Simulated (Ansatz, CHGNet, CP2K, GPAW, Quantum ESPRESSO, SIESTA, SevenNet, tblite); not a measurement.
## Finding the fault: SIESTA, random packing of B86H14 (at. %) (90 atoms)

Program: SIESTA 5.4.2, a calculation on a cell of 77 B and 13 H, 7.85 Å³ an atom.

File input.fdf:

```
SystemLabel cell
NumberOfAtoms 90
NumberOfSpecies 2
%block ChemicalSpeciesLabel
  1 5 B
  2 1 H
%endblock ChemicalSpeciesLabel
LatticeConstant 1.0 Ang
%block LatticeVectors
  8.90670 0.00000 0.00000
  0.00000 8.90670 0.00000
  0.00000 0.00000 8.90670
%endblock LatticeVectors
PAO.BasisSize DZP
PAO.EnergyShift 0.01 Ry
XC.Functional GGA
XC.Authors PBE96
MeshCutoff 300 Ry
%block kgrid_Monkhorst_Pack
  1 0 0 0.0
  0 1 0 0.0
  0 0 1 0.0
%endblock kgrid_Monkhorst_Pack
SolutionMethod diagon
OccupationFunction FD
ElectronicTemperature 580 K
SCF.Mixer.Method Pulay
SCF.Mixer.Weight 0.05
SCF.Mixer.History 8
SCF.Mix Hamiltonian
MaxSCFIterations 60
SCF.DM.Tolerance 1e-04
SCF.H.Tolerance 1.0e-3 eV
WriteForces T
Write.HirshfeldPop T
Write.VoronoiPop T
Write.DM F
Write.H F
XML.Write F
AtomicCoordinatesFormat Fractional
%block AtomicCoordinatesAndAtomicSpecies
  0.87437 0.09282 0.32188 1
  0.69192 0.19356 0.45840 1
  0.67230 0.85610 0.20079 1
  0.00168 0.35583 0.07496 1
  0.71753 0.41737 0.31403 1
  0.96148 0.03627 0.92548 1
  0.62364 0.43500 0.04737 1
  0.74915 0.42924 0.66759 1
  0.91034 0.85939 0.00320 1
  0.79430 0.35100 0.48530 1
[... 76 atom lines left out ...]
  0.60684 0.57977 0.29668 2
  0.32502 0.91796 0.16765 2
  0.87942 0.65397 0.78790 2
  0.41812 0.55578 0.39316 2
%endblock AtomicCoordinatesAndAtomicSpecies
```

Run with:

```console
$ OMP_NUM_THREADS=1 mpirun -np 2 siesta < input.fdf > output.txt
```

The program printed:

```text
Version         : 5.4.2
reinit: System Name:
reinit: System Label: cell
initatom: Reading input for the pseudopotentials and atomic orbitals ----------
Species number:   1 Atomic number:    5 Label: B
Species number:   2 Atomic number:    1 Label: H
Ground state valence configuration (from tables):   2s02  2p01  3d00  4f00
Ground state valence configuration (from tables):   1s01  2p00  3d00  4f00
---- Processing specs for species: B
GGA--PBE XC_GGA_X_PBE--XC_GGA_C_PBE pb
---- Processing specs for species: H
GGA--PBE XC_GGA_X_PBE--XC_GGA_C_PBE pb
B pseudopotential only contains V_ls up to l=1 -- lmxkb reset.
H pseudopotential only contains V_ls up to l=1 -- lmxkb reset.
Using PAO.SplitTailNorm
atom: Called for B                     (Z =   5)
NOTE: B pseudopotential has channels up to l= 1
NOTE: PAOs with higher l will be generated with V_local
Maximum radius (at nrval) set to   50.00000 8518
read_vps: Pseudopotential generation method:
read_vps: ONCVPSP-3.Hamann oncvpsp
Valence charge in pseudo generation:    3.00000
read_vps: Pseudopotential includes a core correction:
read_vps: Pseudo-core for xc-correction
xc_check: Exchange-correlation functional:
xc_check: GGA PBE96
xc_check: WARNING: Pseudopotential generated with GGA PBE functional
GGAXC: Unknown author PBE96
GGAXC: Unknown author PBE96
Stopping Program from Node:    0
Stopping Program from Node:    0
```

The job ended after 0.54 s (2 MPI ranks of Arm Neoverse V1, shared host; peak memory 0.19 GiB).

Banners, paths, timers and routine set-up lines are dropped from the logs unmarked, and long logs keep their key lines alone; longer cuts are marked.

Q: Find the fault and mend it.

An unknown functional: functional PBE96.

The program stopped at the start.

[Also dropped from logs without a mark: logging warnings of Python, and SIESTA's first energy breakdown and zero terms.]

[Logs are printed without paths, hosts, clocks, repeated set-up lines and the standing remarks that a program may print on its own settings, such as how far it seeks lower states.]

[Hosts, paths, dates, database ids (printed as entryN), source tags and the programs' standing remarks are cut or masked in the printed files.]
